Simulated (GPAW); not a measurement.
**A W chain with a Se atom on top of one atom: transmission at several levels**

Wanted: the zero-bias transmission of a W chain with a Se atom on top of one atom on a ladder of levels, with run times.

Method: GPAW LCAO, PAW setups; Landauer transmission from Green's functions with principal layers (ASE), zero bias, in GPAW 26.7.0.

## (1) The structure

The cell holds 16 atoms: 15 W and 1 Se. Its edges and angles: a = 9.000 Å, b = 9.000 Å, c = 33.750 Å, α = 90.0°, β = 90.0°, γ = 90.0°. Regions: left lead, 7 atoms (7 W); channel, 2 atoms (1 W and 1 Se); right lead, 7 atoms (7 W). Vacuum lies along a and b. The structure is stacked along c, and the current runs across the ab planes.

## (2) Double-zeta polarised basis

Localised orbitals split the wire into layers that couple to their neighbours alone, which is what the Green's function method needs; double zeta with polarisation is the usual level for numbers.

Input file run.py:

```python
import json
import numpy as np
from ase import Atoms
from ase.transport.calculators import TransportCalculator
from gpaw import GPAW, FermiDirac
from gpaw.lcao.tools import get_lcao_hamiltonian
from scipy.linalg import eigh

# The junction with lead layers at both ends, along the third cell vector
device = Atoms(
    ['W', 'W', 'W', 'W', 'W', 'W', 'W', 'W', 'Se', 'W', 'W', 'W', 'W', 'W', 'W', 'W'],
    positions=[
        [4.50000, 4.50000, 1.12500],
        [4.50000, 4.50000, 3.37500],
        [4.50000, 4.50000, 5.62500],
        [4.50000, 4.50000, 7.87500],
        [4.50000, 4.50000, 10.12500],
        [4.50000, 4.50000, 12.37500],
        [4.50000, 4.50000, 14.62500],
        [4.50000, 4.50000, 16.87500],
        [6.65790, 4.50000, 16.87500],
        [4.50000, 4.50000, 19.12500],
        [4.50000, 4.50000, 21.37500],
        [4.50000, 4.50000, 23.62500],
        [4.50000, 4.50000, 25.87500],
        [4.50000, 4.50000, 28.12500],
        [4.50000, 4.50000, 30.37500],
        [4.50000, 4.50000, 32.62500]],
    cell=[[9.0, 0.0, 0.0], [0.0, 9.0, 0.0], [0.0, 0.0, 33.75]],
    pbc=True)

# One principal layer of the lead: the first 5 atoms of the device
lead = Atoms(
    ['W', 'W', 'W', 'W', 'W'],
    positions=[
        [4.50000, 4.50000, 1.12500],
        [4.50000, 4.50000, 3.37500],
        [4.50000, 4.50000, 5.62500],
        [4.50000, 4.50000, 7.87500],
        [4.50000, 4.50000, 10.12500]],
    cell=[[9.0, 0.0, 0.0], [0.0, 9.0, 0.0], [0.0, 0.0, 11.25]],
    pbc=True)

settings = dict(mode='lcao', basis='dzp', xc='PBE', h=0.2,
                occupations=FermiDirac(0.1), maxiter=250,
                mixer=dict(beta=0.1, nmaxold=8, weight=100.0),
                convergence=dict(density=0.0001))
energies = np.arange(-2, 2 + 1e-9, 0.05)
eta = 0.0001
n1, n2 = 1, 1
# k and -k transmit alike, so half of the mesh across the current serves
mesh = [(i, j) for i in range(n1) for j in range(n2) if (i, j) <= (-i % n1, -j % n2)]
weights = np.array([1 if (i, j) == (-i % n1, -j % n2) else 2 for i, j in mesh]) / (n1 * n2)

# [... helper functions left out ...]
fermi_lead = ground_state(lead, (1, 1, 10), 'lead.txt')
fermi_device = ground_state(device, (1, 1, 3), 'device.txt')
# [... loop over the mesh left out, but for ...]
        # Shift the lead onto the potential of the device's first layer
        shift = ((H[:, 0, 0] - H0[:, 0, 0]) / S0[0, 0]).real.mean()
# [...]
kT = 8.617333e-5 * 500
bias = [0.1, 0.2, 0.5, 1.0, 1.5, 2.0]
# [... integrals and printing left out ...]
```

Launch:

```sh
> OMP_NUM_THREADS=1 OPENBLAS_NUM_THREADS=1 python run.py
```

Log:

```text
basis functions: device 448, principal layer 145
Fermi level: lead -2.6609 eV, device -2.5787 eV; lead shifted by -0.0044 eV
largest coupling past the next layer 7.88e-06 eV, largest misfit of the first layer 0.035 eV
  E-E_F (eV)   T (one spin)  [channel counts left out]
    -2.000    2.3761e+00
    -1.950    2.3931e+00
    -1.900    2.4108e+00
    -1.850    2.4305e+00
    -1.800    2.4534e+00
    -1.750    2.4799e+00
    -1.700    2.5101e+00
    -1.650    2.5436e+00
    -1.600    2.5798e+00
    -1.550    2.6179e+00
    -1.500    2.6567e+00
    -1.450    2.6954e+00
    -1.400    2.7333e+00
    -1.350    2.7699e+00
    -1.300    2.8094e+00
    -1.250    2.8381e+00
[...]
1.650    3.4890e+00
     1.700    3.0965e+00
     1.750    2.5045e+00
     1.800    2.2129e+00
     1.850    1.5503e+00
     1.900    1.0073e+00
     1.950    1.0024e+00
     2.000    1.0414e+00
conductance at 500 K: 3.8088 G0 a cell; thermopower -0.2737 uV/K
current from the zero-bias T(E) at 0.1 V: 29.506 uA
current from the zero-bias T(E) at 0.2 V: 58.984 uA
current from the zero-bias T(E) at 0.5 V: 147.05 uA
current from the zero-bias T(E) at 1.0 V: 292.13 uA
current from the zero-bias T(E) at 1.5 V: 432.48 uA
current from the zero-bias T(E) at 2.0 V: 563.61 uA
```

Elapsed: 5.8 min, on 1 thread of Arm Neoverse N1, shared host; peak memory 1.4 GiB.

Numbers from this step:

```yaml
conductance: 3.809 G₀
largest_coupling_past_the_next_principal_layer: 7.88e-6 eV
largest_misfit_of_the_first_principal_layer: 0.03497 eV
shift_that_aligns_the_lead: -0.004448 eV
basis_functions_of_the_junction: 448
basis_functions_of_a_principal_layer: 145
transmission_at_the_fermi_level_one_spin: 3.814
```

One spin. Table of transmission, zone mean by energy, zero at the Fermi level:

energy (eV), transmission, zone mean and a bar from the least value:
```
    -2.00       2.38 ###############
    -1.90       2.41 ###############
    -1.80       2.45 ###############
    -1.70       2.51 ################
    -1.55       2.62 #################
    -1.45       2.70 ##################
    -1.35       2.77 ###################
    -1.25       2.84 ####################
    -1.15       2.90 ####################
    -1.05       2.96 #####################
    -0.90       3.03 ######################
    -0.80       3.07 ######################
    -0.70       3.38 #########################
    -0.60       3.59 ############################
    -0.50       3.65 ############################
    -0.40       3.69 #############################
    -0.25       3.75 #############################
    -0.15       3.78 ##############################
    -0.05       3.81 ##############################
     0.00       3.81 ##############################
     0.05       3.82 ##############################
     0.15       3.81 ##############################
     0.25       3.80 ##############################
     0.40       3.79 ##############################
     0.50       3.79 ##############################
     0.60       3.78 ##############################
     0.70       3.77 ##############################
     0.80       3.74 #############################
     0.90       3.70 #############################
     1.05       3.63 ############################
     1.15       3.60 ############################
     1.25       3.58 ############################
     1.35       3.59 ############################
     1.45       3.61 ############################
     1.55       3.60 ############################
     1.70       3.10 ######################
     1.80       2.21 #############
     1.90       1.01 
     2.00       1.04
```

Not self-consistent under bias; the bias window is split evenly. Current through one cell, from the zero-bias transmission against bias:

| bias (V) | current through one cell, from the zero-bias transmission (mA) |
| --- | --- |
| 0.100 | 0.0295 |
| 0.200 | 0.0590 |
| 0.500 | 0.147 |
| 1.000 | 0.292 |
| 1.500 | 0.432 |
| 2.000 | 0.564 |

Table of transmission of the three most open eigenchannels by energy, zero at the Fermi level:

| energy (eV) | channel 1 | channel 2 | channel 3 |
| --- | --- | --- | --- |
| -2.000 | 0.994 | 0.986 | 0.247 |
| -1.800 | 0.994 | 0.991 | 0.356 |
| -1.600 | 0.994 | 0.994 | 0.508 |
| -1.400 | 0.996 | 0.995 | 0.674 |
| -1.200 | 0.997 | 0.996 | 0.814 |
| -1.000 | 0.998 | 0.996 | 0.926 |
| -0.800 | 0.999 | 0.997 | 0.994 |
| -0.600 | 0.999 | 0.998 | 0.953 |
| -0.400 | 0.998 | 0.996 | 0.975 |
| -0.200 | 0.998 | 0.996 | 0.987 |
| 0.000 | 0.999 | 0.997 | 0.996 |
| 0.200 | 0.999 | 0.999 | 0.998 |
| 0.400 | 0.999 | 0.999 | 0.998 |
| 0.600 | 0.999 | 0.996 | 0.994 |
| 0.800 | 0.999 | 0.990 | 0.972 |
| 1.000 | 0.999 | 0.980 | 0.921 |
| 1.200 | 0.999 | 0.973 | 0.853 |
| 1.400 | 0.999 | 0.958 | 0.736 |
| 1.600 | 0.998 | 0.899 | 0.645 |
| 1.800 | 0.996 | 0.725 | 0.387 |
| 2.000 | 0.994 | 0.0473 | 5.1e-5 |

Couplings past the next layer reach 7.9e-6 eV, small enough to drop; the matrix elements of the cell's first layer differ from the bulk lead's by up to 0.035 eV. That layer keeps its own values in the calculation, and only beyond it is the lead taken as perfect. The Fermi levels of lead and junction count from different zeros of potential, one for each periodic cell; with both set to zero, the small remaining shift is what aligns them. Without spin-orbit coupling, which is large for these atoms, channel counts and T are those of the scalar-relativistic bands. By hand: G = 3.809 × 77.48 μS = 295 μS, a resistance of 3.39 kΩ; at 0.1 V a linear junction would pass 29.5 μA, and the integral over the bias window gives 29.5 μA.

## (3) GPAW, szp: basis = "szp(dzp)"

One radial function a shell plus polarisation makes the matrices smaller; the question is what that costs.

run.py: that of step 2 with these lines changed.

```diff
@@ -43,3 +43,3 @@
 
-settings = dict(mode='lcao', basis='dzp', xc='PBE', h=0.2,
+settings = dict(mode='lcao', basis='szp(dzp)', xc='PBE', h=0.2,
                 occupations=FermiDirac(0.1), maxiter=250,
```

Log:

```text
basis functions: device 249, principal layer 80
Fermi level: lead -2.6334 eV, device -2.5656 eV; lead shifted by -0.0016 eV
largest coupling past the next layer 7.88e-06 eV, largest misfit of the first layer 0.036 eV
  E-E_F (eV)   T (one spin)  [channel counts left out]
    -2.000    2.3886e+00
    -1.950    2.4061e+00
    -1.900    2.4238e+00
    -1.850    2.4432e+00
    -1.800    2.4652e+00
    -1.750    2.4907e+00
    -1.700    2.5198e+00
    -1.650    2.5527e+00
    -1.600    2.5884e+00
    -1.550    2.6262e+00
    -1.500    2.6651e+00
    -1.450    2.7041e+00
    -1.400    2.7424e+00
    -1.350    2.7793e+00
    -1.300    2.8140e+00
    -1.250    2.8477e+00
[...]
1.650    3.3705e+00
     1.700    3.2809e+00
     1.750    2.4717e+00
     1.800    2.1264e+00
     1.850    1.2512e+00
     1.900    1.0369e+00
     1.950    9.9348e-01
     2.000    1.0226e+00
conductance at 500 K: 3.8565 G0 a cell; thermopower -0.5357 uV/K
current from the zero-bias T(E) at 0.1 V: 29.875 uA
current from the zero-bias T(E) at 0.2 V: 59.72 uA
current from the zero-bias T(E) at 0.5 V: 148.84 uA
current from the zero-bias T(E) at 1.0 V: 295.45 uA
current from the zero-bias T(E) at 1.5 V: 437.01 uA
current from the zero-bias T(E) at 2.0 V: 569.24 uA
```

Wall time 3.6 min (1 thread); peak memory 1.3 GiB.

This step gave:

```yaml
conductance: 3.857 G₀
largest_misfit_of_the_first_principal_layer: 0.03597 eV
shift_that_aligns_the_lead: -0.001642 eV
basis_functions_of_the_junction: 249
basis_functions_of_a_principal_layer: 80
transmission_at_the_fermi_level_one_spin: 3.862
```

One spin. Table of transmission, zone mean by energy, zero at the Fermi level:

| energy (eV) | transmission, zone mean |
| --- | --- |
| -2.000 | 2.39 |
| -1.800 | 2.47 |
| -1.600 | 2.59 |
| -1.400 | 2.74 |
| -1.200 | 2.88 |
| -1.000 | 2.99 |
| -0.800 | 3.08 |
| -0.600 | 3.58 |
| -0.400 | 3.71 |
| -0.200 | 3.80 |
| 0.000 | 3.86 |
| 0.100 | 3.87 |
| 0.200 | 3.86 |
| 0.400 | 3.85 |
| 0.600 | 3.85 |
| 0.800 | 3.80 |
| 1.000 | 3.69 |
| 1.200 | 3.55 |
| 1.400 | 3.43 |
| 1.600 | 3.39 |
| 1.800 | 2.13 |
| 2.000 | 1.02 |

Not self-consistent under bias; the bias window is split evenly. The current through one cell, from the zero-bias transmission by bias:

| bias (V) | current through one cell, from the zero-bias transmission (mA) |
| --- | --- |
| 0.100 | 0.0299 |
| 0.200 | 0.0597 |
| 0.500 | 0.149 |
| 1.000 | 0.295 |
| 1.500 | 0.437 |
| 2.000 | 0.569 |

Table of transmission of the three most open eigenchannels by energy, zero at the Fermi level:

| energy (eV) | channel 1 | channel 2 | channel 3 |
| --- | --- | --- | --- |
| -2.00 | 0.993 | 0.987 | 0.235 |
| -1.90 | 0.993 | 0.989 | 0.289 |
| -1.80 | 0.993 | 0.991 | 0.349 |
| -1.70 | 0.993 | 0.993 | 0.421 |
| -1.55 | 0.995 | 0.993 | 0.546 |
| -1.45 | 0.996 | 0.994 | 0.632 |
| -1.35 | 0.996 | 0.994 | 0.711 |
| -1.25 | 0.997 | 0.995 | 0.782 |
| -1.15 | 0.997 | 0.995 | 0.843 |
| -1.05 | 0.998 | 0.996 | 0.898 |
| -0.90 | 0.998 | 0.996 | 0.966 |
| -0.80 | 0.999 | 0.995 | 0.994 |
| -0.70 | 0.999 | 0.998 | 0.952 |
| -0.60 | 0.999 | 0.998 | 0.956 |
| -0.50 | 0.998 | 0.998 | 0.967 |
| -0.40 | 0.998 | 0.997 | 0.976 |
| -0.25 | 0.998 | 0.996 | 0.984 |
| -0.15 | 0.998 | 0.997 | 0.989 |
| -0.05 | 0.998 | 0.998 | 0.994 |
| 0.00 | 0.999 | 0.998 | 0.995 |
| 0.05 | 0.999 | 0.998 | 0.996 |
| 0.15 | 0.999 | 0.999 | 0.997 |
| 0.25 | 0.999 | 0.999 | 0.997 |
| 0.40 | 0.999 | 0.998 | 0.997 |
| 0.50 | 0.999 | 0.997 | 0.997 |
| 0.60 | 0.999 | 0.996 | 0.992 |
| 0.70 | 0.999 | 0.993 | 0.983 |
| 0.80 | 0.999 | 0.988 | 0.966 |
| 0.90 | 0.999 | 0.982 | 0.939 |
| 1.05 | 0.999 | 0.973 | 0.887 |
| 1.15 | 0.999 | 0.968 | 0.848 |
| 1.25 | 0.999 | 0.963 | 0.802 |
| 1.35 | 0.999 | 0.956 | 0.744 |
| 1.45 | 0.999 | 0.944 | 0.668 |
| 1.55 | 0.998 | 0.920 | 0.582 |
| 1.70 | 0.997 | 0.786 | 0.776 |
| 1.80 | 0.995 | 0.769 | 0.265 |
| 1.90 | 0.994 | 0.0428 | 3.2e-5 |
| 2.00 | 0.992 | 0.0301 | 3.3e-5 |

The conductance, 3.86 G₀, lies 1.3 % above that of the dzp run.

## (4) GPAW, sz: basis = "sz(dzp)"

The minimal basis is the cheapest rung: no second zeta and no polarisation.

run.py: that of step 3 with these lines changed.

```diff
@@ -43,3 +43,3 @@
 
-settings = dict(mode='lcao', basis='szp(dzp)', xc='PBE', h=0.2,
+settings = dict(mode='lcao', basis='sz(dzp)', xc='PBE', h=0.2,
                 occupations=FermiDirac(0.1), maxiter=250,
```

Log:

```text
basis functions: device 199, principal layer 65
Fermi level: lead -2.6777 eV, device -2.6217 eV; lead shifted by -0.0002 eV
largest coupling past the next layer 7.88e-06 eV, largest misfit of the first layer 0.038 eV
  E-E_F (eV)   T (one spin)  [channel counts left out]
    -2.000    2.3975e+00
    -1.950    2.4213e+00
    -1.900    2.4450e+00
[...]
1.950    1.0787e+00
     2.000    9.9325e-01
conductance at 500 K: 3.8963 G0 a cell; thermopower -0.5348 uV/K
current from the zero-bias T(E) at 0.1 V: 30.183 uA
current from the zero-bias T(E) at 0.2 V: 60.334 uA
current from the zero-bias T(E) at 0.5 V: 150.35 uA
current from the zero-bias T(E) at 1.0 V: 298.34 uA
current from the zero-bias T(E) at 1.5 V: 441.05 uA
current from the zero-bias T(E) at 2.0 V: 574.42 uA
```

Wall time 2.7 min (1 thread); peak memory 1.3 GiB.

This step gave:

| Item | Value |
| --- | --- |
| conductance | 3.896 G₀ |
| largest misfit of the first principal layer | 0.03756 eV |
| shift that aligns the lead | -2.46e-4 eV |
| basis functions of the junction | 199 |
| basis functions of a principal layer | 65 |
| transmission at the Fermi level (one spin) | 3.902 |

One spin. The transmission, zone mean by energy, zero at the Fermi level:

| energy (eV) | transmission, zone mean |
| --- | --- |
| -2.00 | 2.40 |
| -1.90 | 2.44 |
| -1.80 | 2.50 |
| -1.70 | 2.56 |
| -1.55 | 2.67 |
| -1.45 | 2.75 |
| -1.35 | 2.82 |
| -1.25 | 2.88 |
| -1.15 | 2.94 |
| -1.05 | 2.99 |
| -0.90 | 3.05 |
| -0.80 | 3.08 |
| -0.70 | 3.38 |
| -0.60 | 3.61 |
| -0.50 | 3.69 |
| -0.40 | 3.74 |
| -0.25 | 3.81 |
| -0.15 | 3.86 |
| -0.05 | 3.89 |
| 0.00 | 3.90 |
| 0.05 | 3.91 |
| 0.10 | 3.91 |
| 0.15 | 3.91 |
| 0.25 | 3.90 |
| 0.40 | 3.89 |
| 0.50 | 3.89 |
| 0.60 | 3.88 |
| 0.70 | 3.87 |
| 0.80 | 3.84 |
| 0.90 | 3.80 |
| 1.05 | 3.70 |
| 1.15 | 3.63 |
| 1.25 | 3.55 |
| 1.35 | 3.45 |
| 1.45 | 3.34 |
| 1.55 | 3.25 |
| 1.70 | 3.17 |
| 1.80 | 2.44 |
| 1.90 | 1.32 |
| 2.00 | 0.993 |

The conductance, 3.90 G₀, lies 2.3 % above that of the dzp run.

## (5) LDA in the dzp basis: xc = "LDA"

Back in the dzp basis, the functional changes from PBE to LDA, to set the spread between functionals beside that between bases.

run.py: that of step 4 with these lines changed.

```diff
@@ -43,3 +43,3 @@
 
-settings = dict(mode='lcao', basis='sz(dzp)', xc='PBE', h=0.2,
+settings = dict(mode='lcao', basis='dzp', xc='LDA', h=0.2,
                 occupations=FermiDirac(0.1), maxiter=250,
```

Log:

```text
basis functions: device 448, principal layer 145
Fermi level: lead -2.9103 eV, device -2.8283 eV; lead shifted by -0.0037 eV
largest coupling past the next layer 8.10e-06 eV, largest misfit of the first layer 0.034 eV
  E-E_F (eV)   T (one spin)  [channel counts left out]
    -2.000    2.3864e+00
    -1.950    2.4039e+00
    -1.900    2.4221e+00
[...]
1.950    9.9347e-01
     2.000    1.0146e+00
conductance at 500 K: 3.8394 G0 a cell; thermopower -0.2544 uV/K
current from the zero-bias T(E) at 0.1 V: 29.743 uA
current from the zero-bias T(E) at 0.2 V: 59.458 uA
current from the zero-bias T(E) at 0.5 V: 148.22 uA
current from the zero-bias T(E) at 1.0 V: 294.39 uA
current from the zero-bias T(E) at 1.5 V: 435.64 uA
current from the zero-bias T(E) at 2.0 V: 567.15 uA
```

It took 5.2 min on 1 thread; peak memory 1.4 GiB.

Numbers from this step:

```
conductance                                    : 3.839 G₀
largest coupling past the next principal layer : 8.10e-6 eV
largest misfit of the first principal layer    : 0.03382 eV
shift that aligns the lead                     : -0.003743 eV
basis functions of the junction                : 448
basis functions of a principal layer           : 145
transmission at the Fermi level (one spin)     : 3.844
```

The conductance, 3.84 G₀, lies 0.8 % above that of the dzp run.

## (6) The ladder

Times are for 1 thread of Arm Neoverse N1, shared host. Results by setting:

| no. | run | conductance (G₀) | time | memory (GiB) |
| --- | --- | --- | --- | --- |
| 1 | dzp | 3.809 | 5.8 min | 1.4 |
| 2 | szp | 3.857 | 3.6 min | 1.3 |
| 3 | sz | 3.896 | 2.7 min | 1.3 |
| 4 | dzp LDA | 3.839 | 5.2 min | 1.4 |

## (7) Comparison

The curves are compared point by point over the common energies.

This step: comparison of transmission and cost over codes and levels (GPAW 26.7.0).

Ladder, by row:

| step | code | T at the Fermi level (sum over the listed spins) | conductance (G0) | r.m.s. T(E) from the first | wall time (s) | peak memory (GiB) | threads |
| --- | --- | --- | --- | --- | --- | --- | --- |
| dzp | GPAW | 3.814 | 3.809 | 0 | 348.4 | 1.37 | 1 |
| szp | GPAW | 3.862 | 3.857 | 0.07488 | 213.6 | 1.31 | 1 |
| sz | GPAW | 3.902 | 3.896 | 0.1335 | 161.3 | 1.27 | 1 |
| dzp-LDA | GPAW | 3.844 | 3.839 | 0.06409 | 309.3 | 1.39 | 1 |

The transmission, zone mean, sum over the listed spins by energy, zero at the Fermi level:

| energy (eV) | dzp | szp | sz | dzp-LDA |
| --- | --- | --- | --- | --- |
| -2.000 | 2.38 | 2.39 | 2.40 | 2.39 |
| -1.800 | 2.45 | 2.47 | 2.50 | 2.47 |
| -1.600 | 2.58 | 2.59 | 2.63 | 2.59 |
| -1.400 | 2.73 | 2.74 | 2.78 | 2.74 |
| -1.200 | 2.87 | 2.88 | 2.91 | 2.86 |
| -1.000 | 2.98 | 2.99 | 3.01 | 2.97 |
| -0.800 | 3.07 | 3.08 | 3.08 | 3.06 |
| -0.600 | 3.59 | 3.58 | 3.61 | 3.61 |
| -0.400 | 3.69 | 3.71 | 3.74 | 3.72 |
| -0.200 | 3.77 | 3.80 | 3.83 | 3.80 |
| 0.000 | 3.81 | 3.86 | 3.90 | 3.84 |
| 0.050 | 3.82 | 3.87 | 3.91 | 3.85 |
| 0.100 | 3.81 | 3.87 | 3.91 | 3.84 |
| 0.200 | 3.80 | 3.86 | 3.90 | 3.83 |
| 0.400 | 3.79 | 3.85 | 3.89 | 3.81 |
| 0.600 | 3.78 | 3.85 | 3.88 | 3.81 |
| 0.800 | 3.74 | 3.80 | 3.84 | 3.77 |
| 1.000 | 3.65 | 3.69 | 3.74 | 3.68 |
| 1.200 | 3.59 | 3.55 | 3.59 | 3.61 |
| 1.400 | 3.61 | 3.43 | 3.40 | 3.62 |
| 1.600 | 3.58 | 3.39 | 3.21 | 3.60 |
| 1.800 | 2.21 | 2.13 | 2.44 | 2.23 |
| 2.000 | 1.04 | 1.02 | 0.993 | 1.01 |

(Part 1 of 2 ends here.)

[Logs are printed without paths, hosts, clocks, repeated set-up lines and the standing remarks that a program may print on its own settings, such as how far it seeks lower states.]

[Hosts, paths, dates, database ids (printed as entryN), source tags and the programs' standing remarks are cut or masked in the printed files.]
